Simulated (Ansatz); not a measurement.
# V(110) film, 1 layer, flat: channels in plane against thickness

Aim: the ballistic channels of flat films against thickness, first V(110) film, 1 layer, flat.

Calculated with Ansatz 0.2.0; Ansatz plane-wave DFT, PBE, PAW files; ballistic transport by layer matching (Landauer), zero bias.

## (1) The structure

The cell holds 2 atoms: 2 V. Cell: a = 11.000 Å, b = 3.026 Å, c = 4.279 Å, α = 90.0°, β = 90.0°, γ = 90.0°. It derives from V. Vacuum lies along a. The structure's axis is c.

## (2) With 1 layer

Vacuum lies along the first vector, which takes one k-point, and the current runs in the film's plane. One period is a perfect wire, so its channels are the result. Energies from -0.27 to 0.27 eV in steps of 0.036 eV cover the slope of the Fermi function at 300 K, so the program can form a conductance.

Input file input.yaml:

```yaml
crystal:
  lattice:
    - [11.0, 0.0, 0.0]
    - [0.0, 3.026, 0.0]
    - [0.0, 0.0, 4.2794102397]
  atoms:
    - { symbol: V, position: [0.4090909091, 0.0, 0.0] }
    - { symbol: V, position: [0.4090909091, 0.5, 0.5] }
kpoints:
  mp_grid: { grid: [1, 14, 10] }
hamiltonian:
  xc: pbe
scf:
  occupations: { method: fermi_dirac, width: 0.1 }
output:
  transmission:
    leads: [[0, 0]]
    kmesh: [1, 40]
    e_range: [-0.27, 0.27]
    de: 0.036
```

Launch:

```sh
ansatz run input.yaml --threads 4 --pin off --max-ram 8192MiB --backend cpu --events-out ev --progress --plain --runs-dir out
```

Numbers of over 12 decimals in the logs are rounded to 6 here.

The log of the run:

```text
Engine: ansatz 0.2.0, aarch64-unknown-linux-gnu
Pseudopotentials: kind: paw
Pseudopotential: V, paw, valence charge 13, recommended cutoff 420 eV (normal), V.paw.azcp
Functional definition: PBE
  parameter kappa = 0.804
  parameter beta = 0.066725
  exchange = pbe_x(kappa = kappa, mu = beta*pi^2/3)
  correlation = pbe_c(beta = beta)
Crystal: 2 atoms, lattice volume = 142.444 Å³
Basis set: ecut = 420 eV, 2757 PW (Γ)
Bands: 17, of which v1, the nominal top of the filled ones, is band 13 counted from 1 (12 counted from 0)
Symmetry: 16 space group operations
Space group: Cmmm (ITA 65), of the structure as read, at distance tolerance 5.2e-5 Å
k-points: 48 of 140
Non-local potential: V, projectors of the file, l = 0: 3, l = 1: 2, l = 2: 3, l = 3: 1
PAW form: soft (Blöchl's): semilocal exchange-correlation on the pseudo side does not see the compensation charge
PAW one-centre angular grid: V, 590 points (default); XC on 64 Gauss nodes
Initial density: superposition of atomic densities (neutral atoms: chi_scale 0, normalization atom), corrected by the library's trained network
Initial wavefunctions: pseudopotential atomic-orbital guess
Functional: x = pbe(κ = 0.804, μ = 0.219515), c = pbe(β = 0.066725)
SCF iter   1: F=—  HF=-5820.059186 eV  |F-HF|=—  |Δ(HF+E_count)|=         —  Δρ=4.52e-3  dr2=2.31e-2  ethr=1.77e-3  ⟨swp⟩=5.9  Hψ=3842  notcnv=0
preconditioner: auto → LDOS  [metal: Δε(μ)=0.022 eV  Ē_g=1.869 eV  σ=0.100 eV  W_gap=0.06  n_scr=16 (ndim 8)  ℏωp=9.8 eV  f_vac=0.602  D(μ)=4.83/eV (n_scr^D=32)  β→1.0]
SCF iter   2: F=—  HF=-5820.065491 eV  |F-HF|=—  |Δ(HF+E_count)|=   6.31e-3  Δρ=3.90e-3  dr2=1.16e-2  ethr=8.90e-5  ⟨swp⟩=3.0  Hψ=2017  notcnv=0
SCF iter   3: F=—  HF=-5820.061886 eV  |F-HF|=—  |Δ(HF+E_count)|=   3.61e-3  Δρ=4.55e-4  dr2=2.21e-4  ethr=4.47e-5  ⟨swp⟩=2.7  Hψ=1457  notcnv=0
SCF iter   4: F=—  HF=-5820.062082 eV  |F-HF|=—  |Δ(HF+E_count)|=   1.96e-4  Δρ=2.55e-4  dr2=9.82e-5  ethr=8.48e-7  ⟨swp⟩=3.1  Hψ=1761  notcnv=0
SCF iter   5: F=—  HF=-5820.062079 eV  |F-HF|=—  |Δ(HF+E_count)|=   2.91e-6  Δρ=4.70e-5  dr2=4.21e-6  ethr=3.78e-7  ⟨swp⟩=2.0  Hψ=1035  notcnv=0
SCF iter   6: F=—  HF=-5820.062086 eV  |F-HF|=—  |Δ(HF+E_count)|=   7.43e-6  Δρ=2.02e-5  dr2=7.61e-7  ethr=1.62e-8  ⟨swp⟩=2.0  Hψ=1093  notcnv=0
SCF iter   7: F=-5820.062086 eV  HF=-5820.062086 eV  |F-HF|=3.06e-8  |Δ(HF+E_count)|=   2.36e-8  Δρ=6.48e-6  dr2=6.32e-8  ethr=3.85e-10  ⟨swp⟩=1.5  Hψ=2298  notcnv=0
the search or the solves at the SCF's close seem to have found levels that the self-consistency loop had missed (the run counts 2). By its estimate they hold 1.50e-9 electrons. The energies and the density leave them out; if the run goes on with those levels, later outputs use occupations computed again with them
SCF 1 converged in 7 iterations: F = -5820.062086 eV  dr2 = 6.32e-8
  greatest PAW one-centre occupation: 0.999 electrons in one spin orbital (limit 2), on the V atom at site 1 (counted from 0), in its partial waves of l = 0
transmission: 18 of 126 steps passed
transmission: 30 of 126 steps passed
[...]
transmission: 126 of 126 steps passed
SCF converged after 7 iterations
Free energy (F): -5820.062086 eV
Harris-Foulkes:  -5820.062086 eV  (|F-HF|=3.06e-8)
Internal energy: -5819.901924 eV  (E = F + TS)
E sigma→0 (E₀):  -5819.982005 eV
Entropy (-TS):   -0.160162 eV (-80.081 meV/atom)
Fermi energy:    -0.292854 eV
--- Per-component energies (eV) ---
  E_band       = -729.284466
  E_kinetic    = 661.212803
  E_local      = -8416.838781  (includes V_loc(G=0)·N_el)
  E_nonlocal   = -85.163073
  E_hartree    = 3915.104752
  E_xc         = -253.417508
  E_vxc        = -320.534279  (∫ρ·V_xc dr)
  E_paw        = -2227.181478  (= ΣΔE_a)
  E_vpaw       = -398.193819  (= ΣTr[D̂ρ^β])
  E_aug_tail   = 0.000529  (compensation charges beyond the density's cutoff)
  E_ewald      = 586.380833
  E_smearing   = -0.160162  (= −TS)
  E_closure    = 0.000000  (closes the sum)
  Σ components = -5820.062086   (vs F -5820.062086, Δ=0.00e0)
--- Band table (eV; the first three rows and the last of 48) ---
  k-point 0: bands = [... 9 lower, -2.4143, -1.1404, -0.8976, -0.8759, 0.0934, 0.4519, 1.0834, 1.4305]
  k-point 1: bands = [... 9 lower, -2.3656, -1.1209, -0.8313, -0.8232, 0.0447, 0.4742, 1.0326, 1.4047]
  k-point 2: bands = [... 9 lower, -2.2348, -1.0622, -0.7011, -0.6030, -0.0868, 0.5394, 0.8842, 1.1711]
  k-point 47: bands = [... 9 lower, -2.1217, -1.4126, -1.4126, 0.6268, 0.6268, 1.5111, 1.5111, 1.5957]
--- Transmission ---
  basis      : 291 plane waves across, 6 finite elements along
  points     : 21, standing for a mesh of 1 x 40
  filling    : by the input's occupations and mesh, since the crystals that have channels conduct as metals do. If one of these is a semiconductor, that mesh has misplaced its level
  energies   : 16 from -0.270000 to 0.270000 eV about the Fermi level, 0.036000 eV apart; the leads are filled to 0.000000 eV, and channels, transmission and decay are at 0.018000 eV
  crystal 0  : V2, at the sites [0, 0], period 4.2794 Å: whole cells are its period
    offset         : up to 0.0000 Å between an atom of the period and one for which it stands
    filled         : 2.7 meV under the level at which it is neutral
    channels       : 2.375000e0 a spin
    conductance    : 5.3021e14 S/m² at 300 K; may be off by some 0.0 % by where its bands' edges are placed, 6.7 % from the k-mesh, 0.1 % from the distance to neutral
```

Run time: 3.3 min. Hardware: 4 threads of Arm Neoverse V2, shared host; peak memory 1 GiB; 12 min of CPU time.

This run has no spin polarisation, although V can carry a moment.

This step gave:

| Quantity | Value |
| --- | --- |
| free energy | -5820.0621 eV |
| energy at zero smearing | -5819.9820 eV |
| Fermi energy | -0.2929 eV |
| cell area | 33.29 Å² |
| estimated errors of the lead's conductance | 0, 6.7, 0.1 % (band edges, k-mesh, distance from neutral) |
| lead conductance per cell | 2.278 G₀ |

Per spin. Table of open channels, zone mean, lead by energy, zero at the Fermi level:

```
energy (eV)  open channels, zone mean, lead
     -0.270                            2.58
     -0.234                            2.42
     -0.198                            2.33
     -0.162                            2.27
     -0.126                            2.08
     -0.090                            2.27
     -0.054                            2.23
     -0.018                            2.23
      0.018                            2.38
      0.054                            2.23
      0.090                            2.38
      0.126                            2.42
      0.162                            2.52
      0.198                            2.52
      0.234                            2.67
      0.270                            2.73
```

The program's largest error estimate for it is 6.7 %, from the k-mesh.

## (3) With 2 layers, thickness 4.279 A

The film grows to 2 layers.

System of this step: V(110) film, 2 layers, flat. The cell holds 4 atoms: 4 V. Cell: a = 13.140 Å, b = 3.026 Å, c = 4.279 Å, α = 90.0°, β = 90.0°, γ = 90.0°. It derives from V. Vacuum lies along a. The structure's axis is c.

input.yaml, the sections that differ from step 2:

```yaml
crystal:
  lattice:
    - [13.1397051199, 0.0, 0.0]
    - [0.0, 3.026, 0.0]
    - [0.0, 0.0, 4.2794102397]
  atoms:
    - { symbol: V, position: [0.342473439, 0.0, 0.0] }
    - { symbol: V, position: [0.342473439, 0.5, 0.5] }
    - { symbol: V, position: [0.5053161436, 0.5, 0.0] }
    - { symbol: V, position: [0.5053161436, 0.0, 0.5] }
# kpoints, hamiltonian, scf, output: as in step 2
```

The log of the run:

```text
[...]
Crystal: 4 atoms, lattice volume = 170.153 Å³
Basis set: ecut = 420 eV, 3307 PW (Γ)
Bands: 32, of which v1, the nominal top of the filled ones, is band 26 counted from 1 (25 counted from 0)
Symmetry: 16 space group operations
[...]
k-points: 48 of 140
[...]
k-point 47: bands = [... 22 lower, 1.2577, 1.2577, 2.9407, 2.9407, 2.9407, 2.9407, 4.3593, 4.3593, ... 2 higher]
--- Transmission ---
  basis      : 349 plane waves across, 6 finite elements along
  points     : 21, standing for a mesh of 1 x 40
[...]
crystal 0  : V4, at the sites [0, 0], period 4.2794 Å: whole cells are its period
[...]
filled         : 0.9 meV over the level at which it is neutral
    channels       : 3.250000e0 a spin
[...]
[key lines of the parts left out:]
SCF converged after 8 iterations
Free energy (F): -11645.473180 eV
Fermi energy:    2.390222 eV
```

Run time: 7.7 min. Hardware: 4 threads; peak memory 1.5 GiB; 29 min of CPU time.

This step gave:

| Item | Value |
| --- | --- |
| free energy | -11645.4732 eV |
| energy at zero smearing | -11645.3374 eV |
| Fermi energy | 2.390 eV |
| cell area | 39.76 Å² |
| estimated errors of the lead's conductance | 0, 8.9, 0.1 % (band edges, k-mesh, distance from neutral) |
| lead conductance per cell | 3.072 G₀ |

Per spin. Table of open channels, zone mean, lead by energy, zero at the Fermi level:

| energy (eV) | open channels, zone mean, lead |
| --- | --- |
| -0.270 | 2.45 |
| -0.234 | 2.5 |
| -0.198 | 2.73 |
| -0.162 | 2.8 |
| -0.126 | 2.85 |
| -0.090 | 2.7 |
| -0.054 | 2.9 |
| -0.018 | 2.95 |
| 0.018 | 3.25 |
| 0.054 | 3.25 |
| 0.090 | 3.2 |
| 0.126 | 3.15 |
| 0.162 | 3.05 |
| 0.198 | 3.1 |
| 0.234 | 2.9 |
| 0.270 | 2.83 |

The lead conductance per cell is 3.07 G₀, 35 % over the 2.28 G₀ of the last finished run.

## (4) With 3 layers, thickness 6.419 A

The film grows to 3 layers.

System of this step: V(110) film, 3 layers, flat. The cell holds 6 atoms: 6 V. Its edges and angles: a = 15.279 Å, b = 3.026 Å, c = 4.279 Å, α = 90.0°, β = 90.0°, γ = 90.0°. It derives from V. Vacuum lies along a. The structure's axis is c.

input.yaml, the sections that differ from step 3:

```yaml
crystal:
  lattice:
    - [15.2794102397, 0.0, 0.0]
    - [0.0, 3.026, 0.0]
    - [0.0, 0.0, 4.2794102397]
  atoms:
    - { symbol: V, position: [0.2945139851, 0.0, 0.0] }
    - { symbol: V, position: [0.2945139851, 0.5, 0.5] }
    - { symbol: V, position: [0.4345524478, 0.5, 0.0] }
    - { symbol: V, position: [0.4345524478, 0.0, 0.5] }
    - { symbol: V, position: [0.5745909104, 0.0, 0.0] }
    - { symbol: V, position: [0.5745909104, 0.5, 0.5] }
# kpoints, hamiltonian, scf, output: as in step 3
```

The log of the run:

```text
[...]
Crystal: 6 atoms, lattice volume = 197.861 Å³
Basis set: ecut = 420 eV, 3843 PW (Γ)
Bands: 47, of which v1, the nominal top of the filled ones, is band 39 counted from 1 (38 counted from 0)
Symmetry: 16 space group operations
[...]
k-points: 48 of 140
[...]
k-point 47: bands = [... 35 lower, 3.1545, 4.0605, 4.0605, 4.7491, 4.7491, 5.9032, 5.9032, 6.1364, ... 4 higher]
--- Transmission ---
  basis      : 405 plane waves across, 6 finite elements along
  points     : 21, standing for a mesh of 1 x 40
[...]
crystal 0  : V6, at the sites [0, 0], period 4.2794 Å: whole cells are its period
[...]
filled         : 10.4 meV over the level at which it is neutral
    channels       : 3.650000e0 a spin
[...]
[key lines of the parts left out:]
SCF converged after 9 iterations
Free energy (F): -17470.491029 eV
Fermi energy:    4.265961 eV
```

The job ended after 19 min (4 threads; peak memory 2.1 GiB; 64 min of CPU time).

Numbers from this step:

```
free energy                                : -17470.4910 eV
energy at zero smearing                    : -17470.3132 eV
Fermi energy                               : 4.266 eV
cell area                                  : 46.24 Å²
estimated errors of the lead's conductance : 0, 8.2, 0.4 % (band edges, k-mesh, distance from neutral)
lead conductance per cell                  : 3.526 G₀
```

Per spin. The open channels, zone mean, lead by energy, zero at the Fermi level:

```
energy (eV)  open channels, zone mean, lead
     -0.270                             4.4
     -0.234                            4.12
     -0.198                            3.77
     -0.162                            3.67
     -0.126                            3.83
     -0.090                            3.48
     -0.054                            3.48
     -0.018                            3.48
      0.018                            3.65
      0.054                            3.55
      0.090                            3.75
      0.126                            3.95
      0.162                            4.05
      0.198                            4.17
      0.234                            3.98
      0.270                            3.98
```

The lead conductance per cell is 3.53 G₀, 15 % over the 3.07 G₀ of the last finished run, no more than the error estimates, leads' steps apart, of 8.9 and 8.2 % together.

## (5) Cost and result by level

Times are for 4 threads of Arm Neoverse V2, shared host. Results by setting:

```
no.  layers  lead conductance per cell (G₀)     time  memory (GiB)
  1       1                           2.278  3.3 min           1.0
  2       2                           3.072  7.7 min           1.5
  3       3                           3.526   19 min           2.1
```

The runs together. Open channels, zone mean against energy, zero at the Fermi level:

```csv
energy (eV),1,2,3
-0.270,2.58,2.45,4.4
-0.234,2.42,2.5,4.12
-0.198,2.33,2.73,3.77
-0.162,2.27,2.8,3.67
-0.126,2.08,2.85,3.83
-0.090,2.27,2.7,3.48
-0.054,2.23,2.9,3.48
-0.018,2.23,2.95,3.48
0.018,2.38,3.25,3.65
0.054,2.23,3.25,3.55
0.090,2.38,3.2,3.75
0.126,2.42,3.15,3.95
0.162,2.52,3.05,4.05
0.198,2.52,3.1,4.17
0.234,2.67,2.9,3.98
0.270,2.73,2.83,3.98
```

[end of part 1 of 2]

[Logs are printed without paths, hosts, clocks, repeated set-up lines and the standing remarks that a program may print on its own settings, such as how far it seeks lower states.]

[Hosts, paths, dates, database ids (printed as entryN), source tags and the programs' standing remarks are cut or masked in the printed files.]
